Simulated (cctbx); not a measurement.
**Cu3S4: precision against data quality**

Space group Fm-3m (no. 225), a = 11.1410 Å, b = 11.1410 Å, c = 11.1410 Å, α = 90.00°, β = 90.00°, γ = 90.00°.

| atom | mult. | x | y | z | Ueq (Å²) |
| --- | --- | --- | --- | --- | --- |
| Cu1 | 24 | 1/4 | 3/4 | 0 | 0.0129 |
| S1 | 32 | 0.3590 | 0.6410 | 0.8590 | 0.0171 |

The model is made up (kin elements in a known structure type, no relaxation), so it says nothing on whether the phase exists.

Five simulated data sets (cctbx; Mo Kα, λ = 0.71073 Å; 6 % proportional error) differ in resolution or exposure (noise floor 4 counts in the first three, 8 in the last two). Each is refined with the right model, isotropic at 1.1 Å and anisotropic otherwise. How do the figures of merit and the uncertainties move?

```
d min (Å)  top counts  ⟨I/σ⟩ (unmerged, absences included)  unique  param. (scale apart)   Rint      R1  GooF  largest s.u. xyz (fractional)  s.u. U of S1 (Å²)  largest error (Å)
      1.1        5000                                  1.8      46                     3  0.062  0.0123  0.98                        0.00008             0.0006             0.0015
     0.84        5000                                  1.6      89                     6  0.068  0.0144  1.03                        0.00007             0.0003             0.0008
      0.6        5000                                  1.1     214                     6  0.088  0.0154  0.91                        0.00004             0.0001             0.0002
     0.75         300                                  0.2     121                     6  0.507  0.0544  0.98                        0.00037             0.0015             0.0081
     0.75        3000                                  1.0     121                     6  0.113  0.0210  0.97                        0.00008             0.0003             0.0027
```

The number of reflections grows roughly as 1/d³: 46, 89 and 214 here. R1 follows the noise rather than the truth: at 300 counts it is 0.0544, at 3000 counts 0.0210, while GooF is 0.98 and 0.97: the weights 1/σ² carry the noise. The s.u. of U (U11 where anisotropic) for S1 goes 0.0006, 0.0003, 0.0001 Å² with resolution and 0.0015, 0.0003 Å² with exposure.

Hardware for the 0.6 Å refinement: 0.58 s on 1 thread of Arm Neoverse N1, with other jobs on the host, peak memory 0.1 GiB.

[Logs are printed without paths, hosts, clocks, repeated set-up lines and the standing remarks that a program may print on its own settings, such as how far it seeks lower states.]
